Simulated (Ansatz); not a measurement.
The compound is SrVO3 (cubic perovskite) (Pm-3m).

The structure is cubic, space group Pm-3m (No. 221). The conventional cell has a = 3.773 Å, b = 3.773 Å, c = 3.773 Å, α = 90.00°, β = 90.00°, γ = 90.00°. Sr has 12 O at 2.67 Å nearest. V has 6 O at 1.89 Å nearest. Nearest to O lie 2 V at 1.89 Å and 4 Sr at 2.67 Å. Farther neighbours and most contacts between anions are not listed.

```cif
data_structure
_symmetry_space_group_name_H-M 'P 1'
_symmetry_Int_Tables_number 1
_cell_length_a 3.7729
_cell_length_b 3.7729
_cell_length_c 3.7729
_cell_angle_alpha 90.000
_cell_angle_beta 90.000
_cell_angle_gamma 90.000
_cell_volume 53.71
loop_
_atom_site_label
_atom_site_type_symbol
_atom_site_fract_x
_atom_site_fract_y
_atom_site_fract_z
_atom_site_occupancy
Sr1 Sr 0.00000 0.00000 0.00000 1
V2 V 0.50000 0.50000 0.50000 1
O3 O 0.50000 0.50000 0.00000 1
O4 O 0.50000 0.00000 0.50000 1
O5 O 0.00000 0.50000 0.50000 1
```

The structure was relaxed with LDA. The structure type comes from a generator and need not be one that this composition takes. The structure was generated from a model, not taken from a measurement. The runs that relaxed it are not among those shown. The program's search for lower electronic states was switched off, so nothing shows that the state found is the lowest. PAW set soft_2, made with PBE.

A constrained-RPA run (Ansatz 0.2.0; non-magnetic LDA; V t2g, bands v1 to c2, 6×6×6 mesh, medium accuracy) builds 3 functions on bands 2.8 eV wide, with 1.0 electrons in the window. The bare on-site interaction is 16.1 eV and the bare J 0.55 eV.

**Question.** What U and J survive the screening?

On the V t2g shell, U = 3.28 eV (20 % of the bare value), U′ = 2.43 eV, J = 0.41 eV.

The parent state is non-magnetic and the interaction static (zero frequency); U depends on the window and the orbitals, so it belongs to this model alone.

[Paths, hosts, dates, memory and timing lines, banners, echoed tables and standing remarks are left out of the program output.]

[Logs are printed without paths, hosts, clocks, repeated set-up lines and the standing remarks that a program may print on its own settings, such as how far it seeks lower states.]

[Runs of the session that timed out or met a known fault of the program may be left out.]

[Hosts, paths, dates, database ids (printed as entryN), source tags and the programs' standing remarks are cut or masked in the printed files.]
